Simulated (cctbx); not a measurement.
## K3Ir with cctbx, script by script

Library: cctbx 2025.11.

## 1. Energy scan

run.py:

```python
from cctbx import adptbx, crystal, miller, xray
from cctbx.array_family import flex
from cctbx.eltbx import sasaki

cs = crystal.symmetry(unit_cell=(11.152, 11.152, 11.152, 90, 90, 90), space_group_symbol='Hall: -I 2 2 3')  # Im-3
atoms = [  # label, site, U (iso, or U11 U22 U33 U12 U13 U23 in A^2), occupancy
    ("Ir1", (0.5, 0, 0), (0.0028, 0.0027, 0.0024, -0.0000, 0.0000, 0.0000), 1),
    ("Ir2", (0, 0, 0), (0.0044, 0.0044, 0.0044, -0.0000, 0.0000, -0.0000), 1),
    ("K1", (0.5, 0.202, 0.319), (0.0071, 0.0045, 0.0045, 0.0000, 0.0000, -0.0002), 1),
]
xs = xray.structure(crystal_symmetry=cs)
for label, site, u, occ in atoms:
    u = adptbx.u_cif_as_u_star(cs.unit_cell(), u) if isinstance(u, tuple) else u
    xs.add_scatterer(xray.scatterer(label, site=site, u=u, occupancy=occ))
hkl = [(1, 1, 2), (3, 3, 2), (1, 0, 3), (1, 3, 0)]
ms = miller.set(cs, flex.miller_index(hkl + [tuple(-v for v in h) for h in hkl]), anomalous_flag=True)
print("E (eV)    f'(Ir)   f''   " + "".join("%16s" % ("|F|" + " ".join(map(str, h))) for h in hkl))
for e in [10615, 10965, 11095, 11155, 11185, 11200, 11207, 11211, 11219, 11223, 11230, 11245, 11275, 11365, 11615]:
    xs.set_inelastic_form_factors(12398.42 / e, "sasaki")
    t = sasaki.table("Ir").at_ev(e)
    f = flex.abs(ms.structure_factors_from_scatterers(xs, algorithm="direct").f_calc().data())
    n = len(hkl)
    print("%7.0f %7.2f %6.2f  " % (e, t.fp(), t.fdp()) + "".join("%9.1f/%6.1f" % (f[k], f[k + n]) for k in range(n)))
```

```console
$ python run.py
```

```text
E (eV)    f'(Ir)   f''           |F|1 1 2        |F|3 3 2        |F|1 0 3        |F|1 3 0
  10615   -8.90   4.21       37.4/  37.4     51.9/  51.9    117.1/ 117.1    187.1/ 187.1
  10965  -10.65   4.00       37.4/  37.4     51.8/  51.8    117.0/ 117.0    187.0/ 187.0
  11095  -12.08   3.92       37.4/  37.4     51.8/  51.8    117.0/ 117.0    187.0/ 187.0
  11155  -13.44   3.89       37.4/  37.4     51.8/  51.8    117.0/ 117.0    187.0/ 187.0
  11185  -14.79   3.87       37.4/  37.4     51.7/  51.7    117.0/ 117.0    187.0/ 187.0
  11200  -16.12   3.86       37.4/  37.4     51.7/  51.7    116.9/ 116.9    187.0/ 187.0
  11207  -17.28   3.86       37.4/  37.4     51.7/  51.7    116.9/ 116.9    187.0/ 187.0
  11211  -18.48   3.85       37.4/  37.4     51.7/  51.7    116.9/ 116.9    187.0/ 187.0
  11219  -19.44  10.19       37.4/  37.4     51.7/  51.7    116.9/ 116.9    187.0/ 187.0
  11223  -17.74  10.19       37.4/  37.4     51.7/  51.7    116.9/ 116.9    187.0/ 187.0
  11230  -16.34  10.18       37.4/  37.4     51.7/  51.7    116.9/ 116.9    187.0/ 187.0
  11245  -14.87  10.15       37.4/  37.4     51.7/  51.7    116.9/ 116.9    186.9/ 186.9
  11275  -13.42  10.11       37.4/  37.4     51.7/  51.7    116.9/ 116.9    186.9/ 186.9
  11365  -11.61   9.97       37.4/  37.4     51.8/  51.8    116.9/ 116.9    186.9/ 186.9
  11615   -9.62   9.61       37.4/  37.4     51.8/  51.8    116.9/ 116.9    186.8/ 186.8
```

Run time: 0.39 s on 1 thread of Arm Neoverse N1, with other jobs on the host, peak memory 0.07 GiB.

[Logs are printed without paths, hosts, clocks, repeated set-up lines and the standing remarks that a program may print on its own settings, such as how far it seeks lower states.]
